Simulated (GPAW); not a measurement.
LiHS (Ama2), S K edge of atom 1, with 1 H at 1.35 Å, 2 Li at 2.49 Å and 2 Li at 2.51 Å (distorted square pyramidal, site symmetry m). Method: GPAW, LDA, full core hole (charged cell), 12-atom cell with 5.5 Å between holes, 3×3×3 k points, dipole transitions, Gaussian full width 0.9 eV up to 4 eV, rising linearly to 3.5 eV at 25 eV.

```xyz
6
Lattice="6.1569 0.0000 0.0000 0.0000 2.8092 2.7574 0.0000 -2.8092 2.7574" Properties=species:S:1:pos:R:3 pbc="T T T"
S     1.5392   -1.4704    4.0647
S     4.6177    1.4704    4.0647
Li    0.0000    0.0000    2.7665
Li    3.0784    0.0000    2.7665
H     4.6177    2.3889    3.0788
H     1.5392   -2.3889    3.0788
```

Energy from the lowest empty level; a common scale on which the isotropic spectrum has a mean of 1 over the first 20 eV.

| E (eV) | curve 1 | curve 2 | curve 3 |
| --- | --- | --- | --- |
| -2.0 | 0.00 | 0.00 | 0.00 |
| -1.5 | 0.00 | 0.00 | 0.00 |
| -1.0 | 0.00 | 0.00 | 0.00 |
| -0.5 | 0.00 | 0.09 | 0.11 |
| 0.0 | 0.00 | 0.61 | 0.74 |
| 0.5 | 0.01 | 1.56 | 1.82 |
| 1.0 | 0.02 | 2.72 | 3.12 |
| 1.5 | 0.07 | 1.84 | 2.10 |
| 2.0 | 0.18 | 0.50 | 0.55 |
| 2.5 | 0.41 | 0.61 | 0.65 |
| 3.0 | 0.50 | 0.99 | 1.05 |
| 3.5 | 0.43 | 1.37 | 1.22 |
| 4.0 | 1.13 | 1.90 | 1.70 |
| 4.5 | 2.26 | 1.57 | 1.58 |
| 5.0 | 2.08 | 1.16 | 1.20 |
| 5.5 | 1.37 | 1.53 | 1.56 |
| 6.0 | 1.50 | 2.05 | 2.12 |
| 6.5 | 1.62 | 2.00 | 2.04 |
| 7.0 | 1.28 | 1.43 | 1.42 |
| 7.5 | 0.86 | 0.94 | 1.00 |
| 8.0 | 0.55 | 0.80 | 0.87 |
| 8.5 | 0.51 | 0.76 | 0.77 |
| 9.0 | 0.69 | 0.65 | 0.64 |
| 9.5 | 0.82 | 0.52 | 0.54 |
| 10.0 | 0.87 | 0.48 | 0.52 |
| 10.5 | 1.02 | 0.58 | 0.60 |
| 11.0 | 1.23 | 0.78 | 0.74 |
| 11.5 | 1.37 | 0.99 | 0.91 |
| 12.0 | 1.36 | 1.13 | 1.05 |
| 12.5 | 1.24 | 1.16 | 1.12 |
| 13.0 | 1.04 | 1.13 | 1.10 |
| 13.5 | 0.84 | 1.07 | 1.05 |
| 14.0 | 0.72 | 0.99 | 0.98 |
| 14.5 | 0.67 | 0.90 | 0.92 |
| 15.0 | 0.66 | 0.82 | 0.87 |
| 15.5 | 0.65 | 0.76 | 0.81 |
| 16.0 | 0.64 | 0.74 | 0.77 |
| 16.5 | 0.65 | 0.75 | 0.78 |
| 17.0 | 0.66 | 0.78 | 0.81 |
| 17.5 | 0.68 | 0.82 | 0.85 |
| 18.0 | 0.67 | 0.82 | 0.85 |
| 18.5 | 0.65 | 0.79 | 0.82 |
| 19.0 | 0.63 | 0.74 | 0.76 |
| 19.5 | 0.62 | 0.68 | 0.69 |
| 20.0 | 0.64 | 0.66 | 0.66 |
| 20.5 | 0.69 | 0.69 | 0.67 |
| 21.0 | 0.74 | 0.76 | 0.73 |
| 21.5 | 0.81 | 0.86 | 0.81 |
| 22.0 | 0.87 | 0.95 | 0.90 |
| 22.5 | 0.92 | 1.00 | 0.96 |
| 23.0 | 0.97 | 1.02 | 1.00 |
| 23.5 | 0.99 | 1.00 | 1.00 |
| 24.0 | 1.00 | 0.96 | 0.99 |
| 24.5 | 0.99 | 0.91 | 0.96 |
| 25.0 | 0.97 | 0.87 | 0.92 |
| 25.5 | 0.94 | 0.83 | 0.88 |
| 26.0 | 0.92 | 0.80 | 0.85 |
| 26.5 | 0.90 | 0.78 | 0.81 |
| 27.0 | 0.89 | 0.77 | 0.79 |
| 27.5 | 0.87 | 0.76 | 0.76 |
| 28.0 | 0.86 | 0.75 | 0.74 |
| 28.5 | 0.86 | 0.75 | 0.73 |
| 29.0 | 0.86 | 0.77 | 0.73 |
| 29.5 | 0.87 | 0.79 | 0.74 |
| 30.0 | 0.87 | 0.81 | 0.76 |
| 30.5 | 0.86 | 0.84 | 0.78 |
| 31.0 | 0.83 | 0.85 | 0.79 |
| 31.5 | 0.80 | 0.86 | 0.81 |
| 32.0 | 0.77 | 0.86 | 0.82 |

Q: The curves are for the electric vector along different Cartesian axes of the cell as given, averaged over the symmetry-equivalent atoms. Which is which?

Curve 1: along x, main maxima 2.8 eV (0.53), 4.7 eV (2.39), 6.4 eV (1.64) and 11.7 eV (1.38). Curve 2: along y, main maxima 1.1 eV (2.78), 4.1 eV (1.93) and 6.2 eV (2.12). Curve 3: along z, main maxima 1.1 eV (3.19), 4.2 eV (1.79) and 6.2 eV (2.19). A K edge sees empty p states on the absorber. Each direction probes the empty orbitals that point along it. The holes are only 5.5 Å apart, so the shape is probably not converged with cell size; no larger cell was run here. The mesh is coarse (0.38 Å⁻¹ between points), so small maxima may be mesh ripples.

[Banner, clock and machine lines of the logs are left out without a mark of their own.]

[Logs are printed without paths, hosts, clocks, repeated set-up lines and the standing remarks that a program may print on its own settings, such as how far it seeks lower states.]

[Hosts, paths, dates, database ids (printed as entryN), source tags and the programs' standing remarks are cut or masked in the printed files.]

[Lists of maxima count a maximum above −3 eV only where it reaches 4 % of the highest in the window and stands out from its surroundings by 2 % of it (1.5 % where it reaches 55 %); shoulders and weaker maxima are passed over, and of the rest the first, up to two pre-edge ones and the few strongest are named.]
